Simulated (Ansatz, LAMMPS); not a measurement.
## Relaxing free surface of ionic liquid triethylsulfonium formate with water, from a frame at 440 K (81 atoms)

Aim: bring free surface of ionic liquid triethylsulfonium formate with water, from a frame at 440 K (81 atoms) to a nearby minimum of the energy and see what moves.

Calculated with Ansatz 0.2.0; Kohn-Sham DFT, RPBE+D3(BJ), PAW (set soft_2), plane waves.

### Step 1. Set-up

The cell holds 81 atoms: 21 C, 3 S, 50 H and 7 O. Its edges and angles: a = 8.824 Å, b = 8.824 Å, c = 21.677 Å, α = 90.0°, β = 90.0°, γ = 90.0°. 3 triethylsulfonium, 3 formate, 1 H2O placed at random, at 0.933 g/cm³, as a film with 10 Å of vacuum; overlaps pushed apart, then 10 ps at 490 K with MMFF94 bonds, angles, torsions, charges and radii (Halgren, J. Comput. Chem. 17, 490 (1996)) in harmonic and 12-6 forms; SPC/E water (Berendsen, Grigera and Straatsma, J. Phys. Chem. 91, 6269 (1987)); charges of ions scaled by 0.8. Snapshot after 30 ps at 440 K and fixed volume. Vacuum lies along c.

Limits known from the start: The network of contacts between molecules at the start is that of the classical potential that made the cell. Only the Γ point is sampled, in a cell whose shortest periodic width is 9 Å.

### Step 2. How the cell was made

A classical potential makes the cell, at a small fraction of what the same run would cost in DFT.

This step: classical MD, MMFF94 bonds, angles, torsions, charges and radii (Halgren, J. Comput. Chem. 17, 490 (1996)) in harmonic and 12-6 forms; SPC/E water (Berendsen, Grigera and Straatsma, J. Phys. Chem. 91, 6269 (1987)); charges of ions scaled by 0.8 (LAMMPS 22 Jul 2025 - Update 4).

Contents of in.lmp:

```
# free surface of ionic liquid triethylsulfonium formate with water
units real
atom_style full
boundary p p p
bond_style harmonic
angle_style harmonic
dihedral_style opls
improper_style harmonic
special_bonds lj 0 0 0.5 coul 0 0 0.75
read_data data.lmp
neigh_modify delay 0 every 1 check yes one 4000
comm_modify cutoff 12.0
timestep 0.5
thermo_style custom step time temp pe press density
thermo_modify norm yes
# push overlapping molecules apart
pair_style soft 2.6
pair_coeff * * 0.0
variable a equal ramp(1,60)
fix ad all adapt 1 pair soft a * * v_a
velocity all create 490 229674 mom yes dist gaussian
fix lim all nve/limit 0.03
fix lan all langevin 490 490 50 229675 zero yes
thermo 1000
run 3000 post no
unfix ad
pair_style lj/cut/coul/long 7.9
pair_modify mix arithmetic
pair_coeff 1 1 0.0678 3.3680   # C
pair_coeff 2 2 0.2681 3.6400   # S
pair_coeff 3 3 0.0216 2.5400   # H
pair_coeff 4 4 0.0763 3.0960   # O
pair_coeff 5 5 0.0678 3.4070   # C
pair_coeff 6 6 0.1553 3.1660   # O
# [... 20 lines left out ...]
compute msd all msd com yes
thermo 7500
fix md all nvt temp 440 440 100
run 30000 post no
print "== T440: mean square displacement over the hold $(c_msd[4]:%.2f) A^2"
unfix md
uncompute msd
write_dump all custom T440.dump id type xs ys zs modify sort id
```

Run with:

```bash
> lmp -in in.lmp -log none -nocite
```

Numbers of over 12 decimals in the logs are rounded to 6 here.

The program printed:

```text
LAMMPS (22 Jul 2025 - Update 4)
Reading data file ...
  orthogonal box = (0 0 0) to (8.82358 8.82358 21.67701)
  81 atoms
  orthogonal box = (0 0 0) to (8.82358 8.82358 21.67701)
  74 bonds
  127 angles
  135 dihedrals
  3 impropers
WARNING: Bond/angle/dihedral extent > half of periodic box length
   Step          Time           Temp          PotEng         Press         Density
         0   0              490            0.061600792    2674.0479      0.50259055
      1000   500            451.79757      1.2647231      4842.6507      0.50259055
      2000   1000           414.87371      1.4633279     -613.25097      0.50259055
[... 47 lines left out ...]
WARNING: Bond/angle/dihedral extent > half of periodic box length
   Step          Time           Temp          PotEng         Press         Density
[... 2 lines left out ...]
     30000   29000          389.30957     -0.61353513    -4890.9326      0.50259055
     37500   36500          487.28172     -0.64310573     362.24362      0.50259055
     45000   44000          482.10737     -0.5797401      10145.914      0.50259055
     47000   46000          411.38395     -0.67471654    -1671.9447      0.50259055
WARNING: Bond/angle/dihedral extent > half of periodic box length
Loop time of 4.6697 s on 1 MPI rank(s) for 30000 steps with 81 atoms
== T440: mean square displacement over the hold 204.93 A^2
```

The job ended after 7.8 s (1 thread of Arm Neoverse V2, shared host; peak memory 0.12 GiB).

The input also reads data.lmp (atoms, bonds and types; not printed here).

### Step 3. Single point at the start

The forces at the start show how far the geometry lies from a minimum of this functional.

Contents of input.yaml:

```yaml
crystal:
  lattice:
    - [8.82358, 0.0, 0.0]
    - [0.0, 8.82358, 0.0]
    - [0.0, 0.0, 21.67701]
  atoms:
    - { symbol: C, position: [0.81628, 0.3204, 0.2767] }
    - { symbol: C, position: [0.87872, 0.15552, 0.27204] }
    - { symbol: S, position: [0.78304, 0.03546, 0.32718] }
    - { symbol: C, position: [0.60864, 0.04319, 0.27979] }
    - { symbol: C, position: [0.48856, 0.95495, 0.32061] }
    - { symbol: C, position: [0.85253, 0.83761, 0.29985] }
    - { symbol: C, position: [0.84163, 0.71838, 0.34979] }
    - { symbol: H, position: [0.9141, 0.4042, 0.26404] }
    - { symbol: H, position: [0.7292, 0.33785, 0.23968] }
    - { symbol: H, position: [0.78176, 0.34873, 0.32369] }
    - { symbol: H, position: [0.87486, 0.10245, 0.22577] }
    - { symbol: H, position: [0.99072, 0.13983, 0.29039] }
    - { symbol: H, position: [0.61871, 0.98504, 0.23391] }
    - { symbol: H, position: [0.58123, 0.16069, 0.26891] }
    - { symbol: H, position: [0.47114, 0.01284, 0.36307] }
    - { symbol: H, position: [0.53089, 0.85062, 0.32805] }
    - { symbol: H, position: [0.385, 0.94183, 0.29518] }
    - { symbol: H, position: [0.82526, 0.82153, 0.25388] }
    - { symbol: H, position: [0.97115, 0.87069, 0.29307] }
    - { symbol: H, position: [0.88812, 0.75775, 0.39188] }
    - { symbol: H, position: [0.8995, 0.61665, 0.33893] }
    - { symbol: H, position: [0.72728, 0.68989, 0.35628] }
    - { symbol: C, position: [0.26055, 0.25435, 0.19292] }
    - { symbol: C, position: [0.15843, 0.23409, 0.14146] }
    - { symbol: S, position: [0.17022, 0.37312, 0.07982] }
    - { symbol: C, position: [0.0107, 0.29325, 0.03249] }
    - { symbol: C, position: [0.87381, 0.36557, 0.06351] }
    - { symbol: C, position: [0.32405, 0.26858, 0.03404] }
    - { symbol: C, position: [0.47635, 0.33809, 0.04426] }
    - { symbol: H, position: [0.24264, 0.36703, 0.21232] }
    - { symbol: H, position: [0.37806, 0.23424, 0.1737] }
    - { symbol: H, position: [0.2397, 0.18264, 0.23207] }
    - { symbol: H, position: [0.05116, 0.25692, 0.16269] }
    - { symbol: H, position: [0.17211, 0.12596, 0.12117] }
    - { symbol: H, position: [0.03057, 0.32842, 0.98297] }
    - { symbol: H, position: [0.00839, 0.17279, 0.03731] }
    - { symbol: H, position: [0.89165, 0.48541, 0.06909] }
    - { symbol: H, position: [0.78132, 0.33749, 0.03088] }
    - { symbol: H, position: [0.86058, 0.29316, 0.10297] }
    - { symbol: H, position: [0.34239, 0.14809, 0.04933] }
    - { symbol: H, position: [0.2977, 0.28956, 0.98393] }
    - { symbol: H, position: [0.47293, 0.45982, 0.04379] }
    - { symbol: H, position: [0.52707, 0.29431, 0.08397] }
    - { symbol: H, position: [0.53865, 0.30058, 0.00263] }
    - { symbol: C, position: [0.74086, 0.69897, 0.91333] }
    - { symbol: C, position: [0.58044, 0.76273, 0.92386] }
    - { symbol: S, position: [0.44074, 0.62002, 0.92037] }
    - { symbol: C, position: [0.30128, 0.75223, 0.95234] }
    - { symbol: C, position: [0.14916, 0.67213, 0.94346] }
    - { symbol: C, position: [0.38594, 0.64074, 0.83988] }
    - { symbol: C, position: [0.49992, 0.55753, 0.80075] }
    - { symbol: H, position: [0.81599, 0.79224, 0.92009] }
    - { symbol: H, position: [0.75727, 0.64536, 0.8673] }
    - { symbol: H, position: [0.75266, 0.62789, 0.95548] }
    - { symbol: H, position: [0.56617, 0.81898, 0.9684] }
    - { symbol: H, position: [0.56927, 0.8476, 0.89016] }
    - { symbol: H, position: [0.30388, 0.76876, 0.00209] }
    - { symbol: H, position: [0.30031, 0.86203, 0.92676] }
    - { symbol: H, position: [0.06318, 0.73692, 0.97102] }
    - { symbol: H, position: [0.10356, 0.69356, 0.8983] }
    - { symbol: H, position: [0.15162, 0.55066, 0.95929] }
    - { symbol: H, position: [0.37828, 0.76156, 0.83212] }
    - { symbol: H, position: [0.27137, 0.58112, 0.83735] }
    - { symbol: H, position: [0.46554, 0.54221, 0.75302] }
    - { symbol: H, position: [0.51871, 0.45062, 0.82347] }
    - { symbol: H, position: [0.60112, 0.63023, 0.79723] }
    - { symbol: O, position: [0.84308, 0.96614, 0.11937] }
    - { symbol: C, position: [0.8474, 0.86406, 0.08195] }
    - { symbol: O, position: [0.75663, 0.75621, 0.07555] }
    - { symbol: H, position: [0.96668, 0.85721, 0.05544] }
    - { symbol: O, position: [0.35748, 0.72814, 0.16706] }
    - { symbol: C, position: [0.23459, 0.75352, 0.19234] }
    - { symbol: O, position: [0.1748, 0.69483, 0.24186] }
    - { symbol: H, position: [0.16156, 0.85461, 0.1737] }
    - { symbol: O, position: [0.89089, 0.16393, 0.88024] }
    - { symbol: C, position: [0.01336, 0.09863, 0.86617] }
    - { symbol: O, position: [0.04997, 0.95563, 0.85207] }
    - { symbol: H, position: [0.10896, 0.18459, 0.86586] }
    - { symbol: O, position: [0.63458, 0.6284, 0.16575] }
    - { symbol: H, position: [0.69648, 0.68059, 0.13347] }
    - { symbol: H, position: [0.52447, 0.64541, 0.1573] }
kpoints:
  mp_grid: { grid: [1, 1, 1] }
hamiltonian:
  xc: rpbe
  dispersion: d3bj
scf:
  occupations: { method: fixed }
output:
  forces: true
  populations: true
  dos:
    method: { smearing: { sigma: 0.1 } }
    de: 0.1
    projected: { site_lists: { C: [C], H: [H], O: [O], S: [S] } }
  eigenvalues: true
```

Run with:

```bash
> ansatz run input.yaml --threads 4 --pin off --max-ram 8192MiB --backend cpu --events-out ev --progress --plain --runs-dir out
```

The program printed:

```text
Engine: ansatz 0.2.0, aarch64-unknown-linux-gnu
Pseudopotentials: kind: paw
Pseudopotential: C, paw, valence charge 4, recommended cutoff 420 eV (normal), C.paw.azcp
Pseudopotential: S, paw, valence charge 6, recommended cutoff 420 eV (normal), S.paw.azcp
Pseudopotential: H, paw, valence charge 1, recommended cutoff 420 eV (normal), H.paw.azcp
Pseudopotential: O, paw, valence charge 6, recommended cutoff 420 eV (normal), O.paw.azcp
[... 5 lines on functional and potentials left out ...]
Crystal: 81 atoms, lattice volume = 1687.676 Å³
Basis set: ecut = 420 eV, 32905 PW (Γ), exchange–correlation on 120×120×300 points (8 copies of the dense FFT grid, shifted against one another)
Bands: 178, of which v1, the nominal top of the filled ones, is band 97 counted from 1 (96 counted from 0)
Symmetry: 1 space group operations
Space group: P1 (ITA 1), of the structure as read, at distance tolerance 1.2e-4 Å
k-points: 1
[... 12 lines on functional and potentials left out ...]
Initial density: superposition of atomic densities (neutral atoms: chi_scale 0, normalization atom), corrected by the library's trained network
Initial wavefunctions: pseudopotential atomic-orbital guess
Functional: x = rpbe, c = pbe(β = 0.066725)
SCF iter   1: F=—  HF=-12810.758225 eV  |F-HF|=—  |Δ(HF+E_count)|=         —  Δρ=8.50e-3  dr2=2.83e0  ethr=1.77e-3  ⟨swp⟩=5.0  Hψ=654  notcnv=0  defer=78
preconditioner: auto → Resta (q_TF=auto, 1.902 Å⁻¹)  ε∞=1.8  [insulator: Δε(μ)=3.324 eV  Ē_g=13.396 eV  n_scr=200 (ndim 8)  ℏωp=12.1 eV  f_vac=0.523  ε∞_Penn≈1.8  vacuum switching on, ρ_ref=1.3e-2 e/Å³]
SCF iter   2: F=—  HF=-12809.709717 eV  |F-HF|=—  |Δ(HF+E_count)|=    1.05e0  Δρ=5.23e-3  dr2=4.58e-1  ethr=1.46e-3  ⟨swp⟩=2.0  Hψ=302  notcnv=0  defer=79
SCF iter   3: F=—  HF=-12809.576432 eV  |F-HF|=—  |Δ(HF+E_count)|=   1.33e-1  Δρ=2.37e-3  dr2=1.36e-1  ethr=2.36e-4  ⟨swp⟩=2.0  Hψ=303  notcnv=0  defer=79
SCF iter   4: F=—  HF=-12809.545973 eV  |F-HF|=—  |Δ(HF+E_count)|=   3.05e-2  Δρ=1.55e-3  dr2=3.93e-2  ethr=7.03e-5  ⟨swp⟩=3.0  Hψ=202  notcnv=0  defer=79
SCF iter   5: F=—  HF=-12809.539720 eV  |F-HF|=—  |Δ(HF+E_count)|=   6.25e-3  Δρ=6.21e-4  dr2=5.56e-3  ethr=2.02e-5  ⟨swp⟩=3.0  Hψ=303  notcnv=0  defer=79
SCF iter   6: F=—  HF=-12809.538913 eV  |F-HF|=—  |Δ(HF+E_count)|=   8.08e-4  Δρ=1.75e-4  dr2=3.11e-4  ethr=2.87e-6  ⟨swp⟩=2.0  Hψ=199  notcnv=0  defer=79
SCF iter   7: F=—  HF=-12809.538983 eV  |F-HF|=—  |Δ(HF+E_count)|=   7.04e-5  Δρ=7.66e-5  dr2=7.91e-5  ethr=1.60e-7  ⟨swp⟩=2.0  Hψ=201  notcnv=0  defer=76
SCF iter   8: F=—  HF=-12809.539130 eV  |F-HF|=—  |Δ(HF+E_count)|=   1.47e-4  Δρ=2.20e-5  dr2=5.65e-6  ethr=4.08e-8  ⟨swp⟩=2.0  Hψ=201  notcnv=0  defer=74
SCF iter   9: F=—  HF=-12809.539132 eV  |F-HF|=—  |Δ(HF+E_count)|=   2.12e-6  Δρ=1.05e-5  dr2=1.32e-6  ethr=2.91e-9  ⟨swp⟩=2.0  Hψ=201  notcnv=0  defer=74
SCF iter  10: F=—  HF=-12809.539132 eV  |F-HF|=—  |Δ(HF+E_count)|=   4.15e-7  Δρ=3.60e-6  dr2=1.46e-7  ethr=6.81e-10  ⟨swp⟩=2.0  Hψ=200  notcnv=0  defer=74
SCF iter  11: F=-12809.539132 eV  HF=-12809.539132 eV  |F-HF|=1.35e-8  |Δ(HF+E_count)|=   6.11e-8  Δρ=1.77e-6  dr2=4.39e-8  ethr=5.15e-11  ⟨swp⟩=21.0  Hψ=1535  notcnv=0
SCF 1 converged in 11 iterations: F = -12809.539132 eV  dr2 = 4.39e-8
  greatest PAW one-centre occupation: 0.877 electrons in one spin orbital (limit 2), on the O atom at site 66 (counted from 0), in its partial waves of l = 0
SCF converged after 11 iterations
Free energy (F): -12809.539132 eV
Harris-Foulkes:  -12809.539132 eV  (|F-HF|=1.35e-8)
Internal energy: -12809.539132 eV  (E = F + TS)
E sigma→0 (E₀):  -12809.539132 eV
Fermi energy:    -1.380919 eV
--- Per-component energies (eV) ---
  E_band       = -1895.536445
  E_kinetic    = 4154.834049
  E_local      = -43320.594527  (includes V_loc(G=0)·N_el)
  E_nonlocal   = 1059.011198
  E_hartree    = 19697.398063
  E_xc         = -2278.566719
  E_vxc        = -2752.855474  (∫ρ·V_xc dr)
  E_paw        = -5066.310723  (= ΣΔE_a)
  E_vpaw       = -430.676332  (= ΣTr[D̂ρ^β])
  E_aug_tail   = -0.051868  (compensation charges beyond the density's cutoff)
  E_ewald      = 12955.694444
  E_disp       = -10.385933  (pairwise vdW)
  E_core_change = -0.567116  (= ΣΔE_core)
  E_smearing   = -0.000000  (= −TS)
  E_closure    = -0.000000  (closes the sum)
  Σ components = -12809.539132   (vs F -12809.539132, Δ=0.00e0)
--- Forces (eV/Å), atoms counted from 1 ---
  atom   1  C      1.79610684     0.43812067    -1.72163553
  atom   2  C      0.46145149     0.37691876     0.25488156
  atom   3  S     -1.33377635    -1.34153074    -2.64168696
  atom   4  C     -1.66956258    -1.51386801     0.77280864
  atom   5  C      0.04242048     3.50227749    -2.15711996
  atom   6  C      2.40549682     1.87834254     2.29336985
  atom   7  C     -0.36129632     0.95909950    -0.96899228
  atom   8  H     -1.29608422    -1.18121460     0.39994524
  atom   9  H      0.28534350     0.13164237     0.96810046
  atom  10  H     -0.36199691     0.04207518    -0.03433685
  atom  11  H     -0.25726516     0.13069202     0.34027865
  atom  12  H      1.13969535     0.56451619    -0.13922709
  atom  13  H      0.66656107     0.08212303     0.83397966
  atom  14  H     -0.02635930     0.16519290     0.54832789
[...]
atom  80  H     -0.86283678    -0.06559995     0.14483223
  atom  81  H      1.13220200     0.23657111     0.32548884
  max |Σ_I F_I| component: 5.62e-5 eV/Å
--- Band table (eV) ---
  k-point 0: bands = ["-22.6140", "-21.9409", "-21.1924", "-20.5914", [... 162 levels ...], "6.0840", "6.0912", "6.1354", "6.2647", "6.3318", "6.4089", "6.4805", "6.5062", "6.5625", "6.5807", "6.6241", "6.7118"]
--- Löwdin populations: 81 sites ---
  site symbol       q [e]
     0      C      4.4320
     1      C      4.3443
     2      S      5.3012
[...]
80      H      0.6217
  spilling = 0.015722 (of n_electrons = 194.000000)
```

Elapsed: 9.4 s, on 4 threads of Arm Neoverse V2, shared host; peak memory 1.3 GiB; 35 s of CPU time.

Read from the output:

| Quantity | Value |
| --- | --- |
| free energy | -12809.5391 eV |
| free energy per atom | -158.1425 eV/atom |
| SCF cycles | 11 |
| r.m.s. force component | 1.032 eV/Å |
| longest force | 4.114 eV/Å |
| Fermi energy | -1.381 eV |
| gap (highest filled to lowest empty level) | 1.402 eV |
| spilling of the projection | 0.01572 |

The r.m.s. force component of 1.0 eV/Å sets the starting point.

Neighbours are counted within 1.34 Å (H-C), 1.21 Å (H-O), 1.85 Å (C-C), 1.73 Å (C-O), 2.21 Å (C-S).

Length of the force by element and coordination:

```tsv
element	coordination	atoms	mean length of the force (eV/Å)	spread	least	most
C	all	21	2.24	0.895	0.591	4.11
C	3	3	2.71	0.540	1.95	3.18
C	4	18	2.16	0.918	0.591	4.11
H	all	50	1.13	0.573	0.366	3.71
O	all	7	1.88	1.04	0.943	3.60
O	1	6	2.02	1.06	0.943	3.60
O	2	1	1.07	0	1.07	1.07
S	all	3	2.75	0.548	1.99	3.25
```

[end of part 1 of 3]

[Logs are printed without paths, hosts, clocks, repeated set-up lines and the standing remarks that a program may print on its own settings, such as how far it seeks lower states.]

[Hosts, paths, dates, database ids (printed as entryN), source tags and the programs' standing remarks are cut or masked in the printed files.]

[The MMFF94 radii named for the starting cell were scaled by 0.96; in molecules described by MMFF94, hydrogen bound to N, O or S took a small fixed 12-6 site in their place.]
